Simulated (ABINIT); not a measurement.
# RbTaS3 (Pm-3m): from the cell to the phonon bands, part 3 of 7

How does RbTaS3 (Pm-3m) vibrate, and is this structure a minimum?

ABINIT 10.8.3; DFT PBEsol, scalar-relativistic, plane waves, PseudoDojo norm-conserving pseudopotentials.

So far. Step 4 (Relaxing the cell and atoms): The volume changes by +0.6 % in this run and stands -2.2 % from the first cell. Step 6 (Linear response at Γ): The acoustic modes at Γ come out as far as 4.3 cm⁻¹ from zero, where they should vanish, a small numerical error. The relaxed cell has a = 4.824 Å (conventional setting).

The structure was built from a prototype and need not be the compound's stable phase.

**7. Zone-centre analysis**

anaddb reads the merged derivatives and imposes the acoustic sum rule.

anaddb.abi

```
ddb_filepath "gamma_DDB"
output_file "anaddb.abo"
outdata_prefix "anaddb"
asr 1
chneut 1
enunit 2
eivec 1
nph1l 1
qph1l 0.0 0.0 0.0 1.0
```

mrgddb.in

```
gamma_DDB
merged
2
dfpt_gammao_DDB
gso_DDB
```

Command:

```
> mrgddb < mrgddb.in > mrgddb.log
> OMP_NUM_THREADS=1 anaddb anaddb.abi > anaddb.log
```

anaddb.abo, the main output file:

```text
-outvars_anaddb: echo values of input variables ----------------------

 Miscellaneous information :
      enunit         2
       eivec         1
         asr         1
 First list of wavevector (reduced coord.) :
       nph1l         1
       qph1l
                     0.00000000E+00  0.00000000E+00  0.00000000E+00    1.000E+00

================================================================================

 read the DDB information and perform some checks

  ==== Info on the Cryst% object ====
 Real(R)+Recip(G) space primitive vectors, cartesian coordinates (Bohr,Bohr^-1):
 R(1)=  9.1166912  0.0000000  0.0000000  G(1)=  0.1096889  0.0000000  0.0000000
 R(2)=  0.0000000  9.1166912  0.0000000  G(2)=  0.0000000  0.1096889  0.0000000
 R(3)=  0.0000000  0.0000000  9.1166912  G(3)=  0.0000000  0.0000000  0.1096889
 Unit cell volume ucvol=  7.5772520E+02 bohr^3
 Angles (23,13,12)=  9.00000000E+01  9.00000000E+01  9.00000000E+01 degrees
 Time-reversal symmetry is present
 Reduced atomic positions [iatom, xred, symbol]:
    1)    0.0000000  0.0000000  0.0000000  Rb
    2)    0.5000000  0.5000000  0.5000000  Ta
    3)    0.5000000  0.5000000  0.0000000   S
    4)    0.5000000  0.0000000  0.5000000   S
    5)    0.0000000  0.5000000  0.5000000   S

 DDB file with 3 blocks has been read.

================================================================================

 Treat the first list of vectors

  Phonon wavevector (reduced coordinates) :  0.00000  0.00000  0.00000
 Phonon energies in Hartree :
  -1.097872E-08 -1.076852E-08 -1.011170E-08  3.309174E-04  3.309174E-04
   3.309174E-04  5.823319E-04  5.823319E-04  5.823319E-04  6.937241E-04
   6.937241E-04  6.937241E-04  1.511597E-03  1.511597E-03  1.511597E-03
 Phonon energies in meV     :
- -2.987463E-04 -2.930263E-04 -2.751534E-04  9.004721E+00  9.004721E+00
-  9.004721E+00  1.584606E+01  1.584606E+01  1.584606E+01  1.887719E+01
-  1.887719E+01  1.887719E+01  4.113264E+01  4.113264E+01  4.113264E+01
 Phonon frequencies in cm-1    :
- -2.409552E-03 -2.363416E-03 -2.219262E-03  7.262797E+01  7.262797E+01
-  7.262797E+01  1.278071E+02  1.278071E+02  1.278071E+02  1.522548E+02
-  1.522548E+02  1.522548E+02  3.317571E+02  3.317571E+02  3.317571E+02
 Phonon frequencies in Thz     :
- -7.223654E-05 -7.085344E-05 -6.653179E-05  2.177332E+00  2.177332E+00
-  2.177332E+00  3.831560E+00  3.831560E+00  3.831560E+00  4.564485E+00
-  4.564485E+00  4.564485E+00  9.945827E+00  9.945827E+00  9.945827E+00
 Phonon energies in Kelvin  :
- -3.466807E-03 -3.400429E-03 -3.193023E-03  1.044954E+02  1.044954E+02
-  1.044954E+02  1.838859E+02  1.838859E+02  1.838859E+02  2.190607E+02
-  2.190607E+02  2.190607E+02  4.773244E+02  4.773244E+02  4.773244E+02

 Eigendisplacements
 (will be given, for each mode : in cartesian coordinates
   for each atom the real part of the displacement vector,
   then the imaginary part of the displacement vector - absolute values smaller than 1.0d-7 are set to zero)
  Mode number    1   Energy   -1.097872E-08
 Attention : low frequency mode.
   (Could be unstable or acoustic mode)
-  1  0.00000000E+00  0.00000000E+00 -1.22996184E-03
-     0.00000000E+00  0.00000000E+00  0.00000000E+00
-  2  0.00000000E+00  0.00000000E+00 -1.23000129E-03
-     0.00000000E+00  0.00000000E+00  0.00000000E+00
-  3  0.00000000E+00  0.00000000E+00 -1.22998415E-03
-     0.00000000E+00  0.00000000E+00  0.00000000E+00
-  4  0.00000000E+00  0.00000000E+00 -1.22993877E-03
-     0.00000000E+00  0.00000000E+00  0.00000000E+00
-  5  0.00000000E+00  0.00000000E+00 -1.22993877E-03
-     0.00000000E+00  0.00000000E+00  0.00000000E+00
  Mode number    2   Energy   -1.076852E-08
 Attention : low frequency mode.
   (Could be unstable or acoustic mode)
-  1  0.00000000E+00 -1.22996184E-03  0.00000000E+00
-     0.00000000E+00  0.00000000E+00  0.00000000E+00
-  2  0.00000000E+00 -1.23000129E-03  0.00000000E+00
-     0.00000000E+00  0.00000000E+00  0.00000000E+00
-  3  0.00000000E+00 -1.22993877E-03  0.00000000E+00
-     0.00000000E+00  0.00000000E+00  0.00000000E+00
-  4  0.00000000E+00 -1.22998415E-03  0.00000000E+00
-     0.00000000E+00  0.00000000E+00  0.00000000E+00
-  5  0.00000000E+00 -1.22993877E-03  0.00000000E+00
-     0.00000000E+00  0.00000000E+00  0.00000000E+00
  Mode number    3   Energy   -1.011170E-08
 Attention : low frequency mode.
   (Could be unstable or acoustic mode)
-  1  1.22996184E-03  0.00000000E+00  0.00000000E+00
-     0.00000000E+00  0.00000000E+00  0.00000000E+00
-  2  1.23000129E-03  0.00000000E+00  0.00000000E+00
-     0.00000000E+00  0.00000000E+00  0.00000000E+00
-  3  1.22993877E-03  0.00000000E+00  0.00000000E+00
-     0.00000000E+00  0.00000000E+00  0.00000000E+00
-  4  1.22993877E-03  0.00000000E+00  0.00000000E+00
-     0.00000000E+00  0.00000000E+00  0.00000000E+00
-  5  1.22998415E-03  0.00000000E+00  0.00000000E+00
-     0.00000000E+00  0.00000000E+00  0.00000000E+00
  Mode number    4   Energy    3.309174E-04
-  1  0.00000000E+00  0.00000000E+00  1.91177491E-03
-     0.00000000E+00  0.00000000E+00  0.00000000E+00
-  2  0.00000000E+00  0.00000000E+00 -1.09208545E-03
-     0.00000000E+00  0.00000000E+00  0.00000000E+00
-  3  0.00000000E+00  0.00000000E+00 -5.77187549E-05
-     0.00000000E+00  0.00000000E+00  0.00000000E+00
-  4  0.00000000E+00  0.00000000E+00  5.62484129E-04
-     0.00000000E+00  0.00000000E+00  0.00000000E+00
-  5  0.00000000E+00  0.00000000E+00  5.62484129E-04
-     0.00000000E+00  0.00000000E+00  0.00000000E+00
  Mode number    5   Energy    3.309174E-04
-  1  0.00000000E+00 -1.91177491E-03  0.00000000E+00
-     0.00000000E+00  0.00000000E+00  0.00000000E+00
-  2  0.00000000E+00  1.09208545E-03  0.00000000E+00
-     0.00000000E+00  0.00000000E+00  0.00000000E+00
-  3  0.00000000E+00 -5.62484129E-04  0.00000000E+00
-     0.00000000E+00  0.00000000E+00  0.00000000E+00
-  4  0.00000000E+00  5.77187548E-05  0.00000000E+00
-     0.00000000E+00  0.00000000E+00  0.00000000E+00
-  5  0.00000000E+00 -5.62484129E-04  0.00000000E+00
-     0.00000000E+00  0.00000000E+00  0.00000000E+00
  Mode number    6   Energy    3.309174E-04
-  1  1.91177491E-03  0.00000000E+00  0.00000000E+00
-     0.00000000E+00  0.00000000E+00  0.00000000E+00
-  2 -1.09208545E-03  0.00000000E+00  0.00000000E+00
-     0.00000000E+00  0.00000000E+00  0.00000000E+00
-  3  5.62484129E-04  0.00000000E+00  0.00000000E+00
-     0.00000000E+00  0.00000000E+00  0.00000000E+00
-  4  5.62484129E-04  0.00000000E+00  0.00000000E+00
-     0.00000000E+00  0.00000000E+00  0.00000000E+00
-  5 -5.77187548E-05  0.00000000E+00  0.00000000E+00
-     0.00000000E+00  0.00000000E+00  0.00000000E+00
  Mode number    7   Energy    5.823319E-04
-  1  0.00000000E+00  0.00000000E+00  1.11793797E-03
-     0.00000000E+00  0.00000000E+00  0.00000000E+00
-  2  0.00000000E+00  0.00000000E+00  5.21179876E-04
-     0.00000000E+00  0.00000000E+00  0.00000000E+00
-  3  0.00000000E+00  0.00000000E+00 -1.36355883E-03
-     0.00000000E+00  0.00000000E+00  0.00000000E+00
-  4  0.00000000E+00  0.00000000E+00 -2.27866273E-03
-     0.00000000E+00  0.00000000E+00  0.00000000E+00
-  5  0.00000000E+00  0.00000000E+00 -2.27866273E-03
-     0.00000000E+00  0.00000000E+00  0.00000000E+00
  Mode number    8   Energy    5.823319E-04
-  1  0.00000000E+00 -1.11793797E-03  0.00000000E+00
-     0.00000000E+00  0.00000000E+00  0.00000000E+00
-  2  0.00000000E+00 -5.21179876E-04  0.00000000E+00
-     0.00000000E+00  0.00000000E+00  0.00000000E+00
-  3  0.00000000E+00  2.27866273E-03  0.00000000E+00
-     0.00000000E+00  0.00000000E+00  0.00000000E+00
-  4  0.00000000E+00  1.36355883E-03  0.00000000E+00
-     0.00000000E+00  0.00000000E+00  0.00000000E+00
-  5  0.00000000E+00  2.27866273E-03  0.00000000E+00
-     0.00000000E+00  0.00000000E+00  0.00000000E+00
  Mode number    9   Energy    5.823319E-04
-  1  1.11793797E-03  0.00000000E+00  0.00000000E+00
-     0.00000000E+00  0.00000000E+00  0.00000000E+00
-  2  5.21179876E-04  0.00000000E+00  0.00000000E+00
-     0.00000000E+00  0.00000000E+00  0.00000000E+00
-  3 -2.27866273E-03  0.00000000E+00  0.00000000E+00
-     0.00000000E+00  0.00000000E+00  0.00000000E+00
-  4 -2.27866273E-03  0.00000000E+00  0.00000000E+00
-     0.00000000E+00  0.00000000E+00  0.00000000E+00
-  5 -1.36355883E-03  0.00000000E+00  0.00000000E+00
-     0.00000000E+00  0.00000000E+00  0.00000000E+00
  Mode number   10   Energy    6.937241E-04
-  1  0.00000000E+00  0.00000000E+00  0.00000000E+00
-     0.00000000E+00  0.00000000E+00  0.00000000E+00
-  2  0.00000000E+00  0.00000000E+00  0.00000000E+00
-     0.00000000E+00  0.00000000E+00  0.00000000E+00
-  3  0.00000000E+00  0.00000000E+00  0.00000000E+00
-     0.00000000E+00  0.00000000E+00  0.00000000E+00
-  4  0.00000000E+00  0.00000000E+00  2.92470830E-03
-     0.00000000E+00  0.00000000E+00  0.00000000E+00
-  5  0.00000000E+00  0.00000000E+00 -2.92470830E-03
-     0.00000000E+00  0.00000000E+00  0.00000000E+00
  Mode number   11   Energy    6.937241E-04
-  1  0.00000000E+00  0.00000000E+00  0.00000000E+00
-     0.00000000E+00  0.00000000E+00  0.00000000E+00
-  2  0.00000000E+00  0.00000000E+00  0.00000000E+00
-     0.00000000E+00  0.00000000E+00  0.00000000E+00
-  3  0.00000000E+00  2.92470830E-03  0.00000000E+00
-     0.00000000E+00  0.00000000E+00  0.00000000E+00
-  4  0.00000000E+00  0.00000000E+00  0.00000000E+00
-     0.00000000E+00  0.00000000E+00  0.00000000E+00
-  5  0.00000000E+00 -2.92470830E-03  0.00000000E+00
-     0.00000000E+00  0.00000000E+00  0.00000000E+00
  Mode number   12   Energy    6.937241E-04
-  1  0.00000000E+00  0.00000000E+00  0.00000000E+00
-     0.00000000E+00  0.00000000E+00  0.00000000E+00
-  2  0.00000000E+00  0.00000000E+00  0.00000000E+00
-     0.00000000E+00  0.00000000E+00  0.00000000E+00
-  3  2.92470830E-03  0.00000000E+00  0.00000000E+00
-     0.00000000E+00  0.00000000E+00  0.00000000E+00
-  4 -2.92470830E-03  0.00000000E+00  0.00000000E+00
-     0.00000000E+00  0.00000000E+00  0.00000000E+00
-  5  0.00000000E+00  0.00000000E+00  0.00000000E+00
-     0.00000000E+00  0.00000000E+00  0.00000000E+00
  Mode number   13   Energy    1.511597E-03
-  1  0.00000000E+00  0.00000000E+00  3.28912981E-05
-     0.00000000E+00  0.00000000E+00  0.00000000E+00
-  2  0.00000000E+00  0.00000000E+00 -2.33492210E-04
-     0.00000000E+00  0.00000000E+00  0.00000000E+00
-  3  0.00000000E+00  0.00000000E+00  3.70571884E-03
-     0.00000000E+00  0.00000000E+00  0.00000000E+00
-  4  0.00000000E+00  0.00000000E+00 -1.23793256E-03
-     0.00000000E+00  0.00000000E+00  0.00000000E+00
-  5  0.00000000E+00  0.00000000E+00 -1.23793256E-03
-     0.00000000E+00  0.00000000E+00  0.00000000E+00
  Mode number   14   Energy    1.511597E-03
-  1  0.00000000E+00 -3.28912981E-05  0.00000000E+00
-     0.00000000E+00  0.00000000E+00  0.00000000E+00
-  2  0.00000000E+00  2.33492210E-04  0.00000000E+00
-     0.00000000E+00  0.00000000E+00  0.00000000E+00
-  3  0.00000000E+00  1.23793256E-03  0.00000000E+00
-     0.00000000E+00  0.00000000E+00  0.00000000E+00
-  4  0.00000000E+00 -3.70571884E-03  0.00000000E+00
-     0.00000000E+00  0.00000000E+00  0.00000000E+00
-  5  0.00000000E+00  1.23793256E-03  0.00000000E+00
-     0.00000000E+00  0.00000000E+00  0.00000000E+00
  Mode number   15   Energy    1.511597E-03
-  1  3.28912981E-05  0.00000000E+00  0.00000000E+00
-     0.00000000E+00  0.00000000E+00  0.00000000E+00
-  2 -2.33492210E-04  0.00000000E+00  0.00000000E+00
-     0.00000000E+00  0.00000000E+00  0.00000000E+00
-  3 -1.23793256E-03  0.00000000E+00  0.00000000E+00
-     0.00000000E+00  0.00000000E+00  0.00000000E+00
-  4 -1.23793256E-03  0.00000000E+00  0.00000000E+00
-     0.00000000E+00  0.00000000E+00  0.00000000E+00
-  5  3.70571884E-03  0.00000000E+00  0.00000000E+00
-     0.00000000E+00  0.00000000E+00  0.00000000E+00

 Analysis of degeneracies and characters (maximum tolerance=1.00E-06 a.u.)
 For each vibration mode, or group of modes if degenerate,
 the characters are given for each symmetry operation (see the list in the log file).
 Symmetry characters of vibration mode #   1
       degenerate with vibration modes #   2 to    3
  3.0 -3.0 -1.0  1.0 -1.0  1.0 -1.0  1.0  1.0 -1.0 -1.0  1.0  1.0 -1.0 -1.0  1.0
  0.0 -0.0  0.0 -0.0  0.0 -0.0 -0.0  0.0  1.0 -1.0 -1.0  1.0 -1.0  1.0  1.0 -1.0
  0.0 -0.0  0.0 -0.0 -0.0  0.0  0.0 -0.0  1.0 -1.0  1.0 -1.0 -1.0  1.0 -1.0  1.0
 Symmetry characters of vibration mode #   4
       degenerate with vibration modes #   5 to    6
  3.0 -3.0 -1.0  1.0 -1.0  1.0 -1.0  1.0  1.0 -1.0 -1.0  1.0  1.0 -1.0 -1.0  1.0
 -0.0  0.0 -0.0  0.0  0.0 -0.0  0.0 -0.0  1.0 -1.0 -1.0  1.0 -1.0  1.0  1.0 -1.0
 -0.0  0.0  0.0 -0.0  0.0 -0.0 -0.0  0.0  1.0 -1.0  1.0 -1.0 -1.0  1.0 -1.0  1.0
 Symmetry characters of vibration mode #   7
       degenerate with vibration modes #   8 to    9
  3.0 -3.0 -1.0  1.0 -1.0  1.0 -1.0  1.0  1.0 -1.0 -1.0  1.0  1.0 -1.0 -1.0  1.0
 -0.0  0.0 -0.0  0.0  0.0 -0.0  0.0 -0.0  1.0 -1.0 -1.0  1.0 -1.0  1.0  1.0 -1.0
 -0.0  0.0  0.0 -0.0  0.0 -0.0 -0.0  0.0  1.0 -1.0  1.0 -1.0 -1.0  1.0 -1.0  1.0
 Symmetry characters of vibration mode #  10
       degenerate with vibration modes #  11 to   12
  3.0 -3.0 -1.0  1.0 -1.0  1.0 -1.0  1.0 -1.0  1.0  1.0 -1.0 -1.0  1.0  1.0 -1.0
  0.0 -0.0  0.0 -0.0 -0.0  0.0 -0.0  0.0 -1.0  1.0  1.0 -1.0  1.0 -1.0 -1.0  1.0
  0.0 -0.0 -0.0  0.0 -0.0  0.0  0.0 -0.0 -1.0  1.0 -1.0  1.0  1.0 -1.0  1.0 -1.0
 Symmetry characters of vibration mode #  13
       degenerate with vibration modes #  14 to   15
  3.0 -3.0 -1.0  1.0 -1.0  1.0 -1.0  1.0  1.0 -1.0 -1.0  1.0  1.0 -1.0 -1.0  1.0
  0.0 -0.0  0.0 -0.0 -0.0  0.0 -0.0  0.0  1.0 -1.0 -1.0  1.0 -1.0  1.0  1.0 -1.0
  0.0 -0.0 -0.0  0.0 -0.0  0.0  0.0 -0.0  1.0 -1.0  1.0 -1.0 -1.0  1.0 -1.0  1.0
-
```

Wall time 0.57 s (1 thread of Arm Neoverse V2, shared host).

Numbers from this step:

| Quantity | Value |
| --- | --- |
| highest optical zone-centre mode (no LO-TO term) | 331.8 cm⁻¹ |
| lowest optical zone-centre mode | 72.63 cm⁻¹ |

No LO-TO term; unit eigenvectors of the mass-weighted matrix, from anaddb's displacements. The modes at Γ (shares of kinetic energy by element, %):

| mode | frequency (cm⁻¹) | symmetry | Rb % | Ta % | S % |
| --- | --- | --- | --- | --- | --- |
| 1 | 0.0 | acoustic | 24 | 50 | 27 |
| 2 | 0.0 | acoustic | 24 | 50 | 27 |
| 3 | 0.0 | acoustic | 24 | 50 | 27 |
| 4 | 72.6 | T1u | 57 | 39 | 4 |
| 5 | 72.6 | T1u | 57 | 39 | 4 |
| 6 | 72.6 | T1u | 57 | 39 | 4 |
| 7 | 127.8 | T1u | 19 | 9 | 72 |
| 8 | 127.8 | T1u | 19 | 9 | 72 |
| 9 | 127.8 | T1u | 19 | 9 | 72 |
| 10 | 152.3 | T2u | 0 | 0 | 100 |
| 11 | 152.3 | T2u | 0 | 0 | 100 |
| 12 | 152.3 | T2u | 0 | 0 | 100 |
| 13 | 331.8 | T1u | 0 | 2 | 98 |
| 14 | 331.8 | T1u | 0 | 2 | 98 |
| 15 | 331.8 | T1u | 0 | 2 | 98 |

Displacements in mode 4 (72.6 cm⁻¹), the largest set to 1:
```
Rb1  0.00  0.00  1.00
Ta2  0.00  0.00 -0.57
S3   0.00  0.00 -0.03
S4   0.00  0.00  0.29
S5   0.00  0.00  0.29
```

Displacements in mode 7 (127.8 cm⁻¹), the largest set to 1:
```
Rb1  0.00  0.00  0.49
Ta2  0.00  0.00  0.23
S3   0.00  0.00 -0.60
S4   0.00  0.00 -1.00
S5   0.00  0.00 -1.00
```

The rule moves no optical mode by more than 0.3 cm⁻¹.

[end of part 3 of 7]

[Host names and launcher messages were left out of these logs when they were recorded.]

[Logs are printed without paths, hosts, clocks, repeated set-up lines and the standing remarks that a program may print on its own settings, such as how far it seeks lower states.]

[Hosts, paths, dates, database ids (printed as entryN), source tags and the programs' standing remarks are cut or masked in the printed files.]
